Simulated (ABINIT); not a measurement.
Records of electronic-structure calculations.

LiCl (Fm-3m): G0W0 with ABINIT, start to end. Symmetry: Fm-3m, No. 225, cubic system. Conventional cell: a = 5.143 Å, b = 5.143 Å, c = 5.143 Å, α = 90.00°, β = 90.00°, γ = 90.00°. Li has 6 Cl at 2.57 Å nearest. Cl has 6 Li at 2.57 Å nearest. Farther neighbours, and contacts between anions beyond the nearest, are not listed. The calculation used RPA screening on PBE, plane waves, norm-conserving pseudopotentials (and 2 further levels or steps) in ABINIT 10.8.3, with cutoff 33 Ha, PseudoDojo scalar-relativistic 0.4.1 standard, norm-conserving, ngkpt (4, 4, 4), nband 161, ecuteps 8 Ha, inclvkb 2, shiftk (0, 0, 0), symchi 1, awtr 1, frequency ppm, 4×4×4 k-mesh. The PBE gap is 6.28 eV, indirect (only 2 meV under the direct gap). The G0W0 gap on the mesh is 8.98 eV and the GW settings are 4×4×4 mesh, 161 bands, screening to 217.7 eV, Godby-Needs plasmon pole. The known limits are short of the basis limit; coarse k mesh. It took 5 runs, 2 min in all on 4 MPI ranks of AMD EPYC 7571, shared host. G0W0 moves the gap on the mesh from 6.28 eV to 8.98 eV (+2.69 eV), with Z of 0.80 and 0.85 at the edges. Local fields lower the RPA ε∞ on this mesh from 3.34 to 2.84; a Γ-centred mesh this coarse tends to raise both, most where the direct gap is narrow, while a short band sum lowers them. The cell and positions come from the Crystallography Open Database and are kept as given unless a step says otherwise. The 4×4×4 mesh is coarse for this cell, which bears on the long-range parts of exchange and screening.

```
Li Cl
1.0
     0.00000    2.57150    2.57150
     2.57150    0.00000    2.57150
     2.57150    2.57150    0.00000
Li Cl
1 1
Direct
  0.00000 0.00000 0.00000
  0.50000 0.50000 0.50000
```

[Long decimals in the printed logs are rounded to 6 places.]

[Logs are printed without paths, hosts, clocks, repeated set-up lines and the standing remarks that a program may print on its own settings, such as how far it seeks lower states.]

[Paths, hosts, dates, memory and timing lines, banners, echoed tables and standing remarks are left out of the program output; an Ansatz launch command may be rebuilt from the run's recorded settings. Measured values are a selection of at most five: reports struck by readers or far from the other reports are left out. None is set beside runs whose start may be inverted or whose files or cutoffs have a known fault.]

[Runs of the session that timed out or met a known fault of the program may be left out.]

[Hosts, paths, dates, database ids (printed as entryN), source tags and the programs' standing remarks are cut or masked in the printed files.]

[G0W0 gaps are taken among the corrected bands and points alone; a level outside them can change the order at an edge.]

[Where Ansatz stands beside ABINIT at settings called matched, ABINIT's density can come from a denser mesh and the files from another edition; pairs whose starting gaps differed by over 0.03 eV were left out, so agreement reads better than it is.]
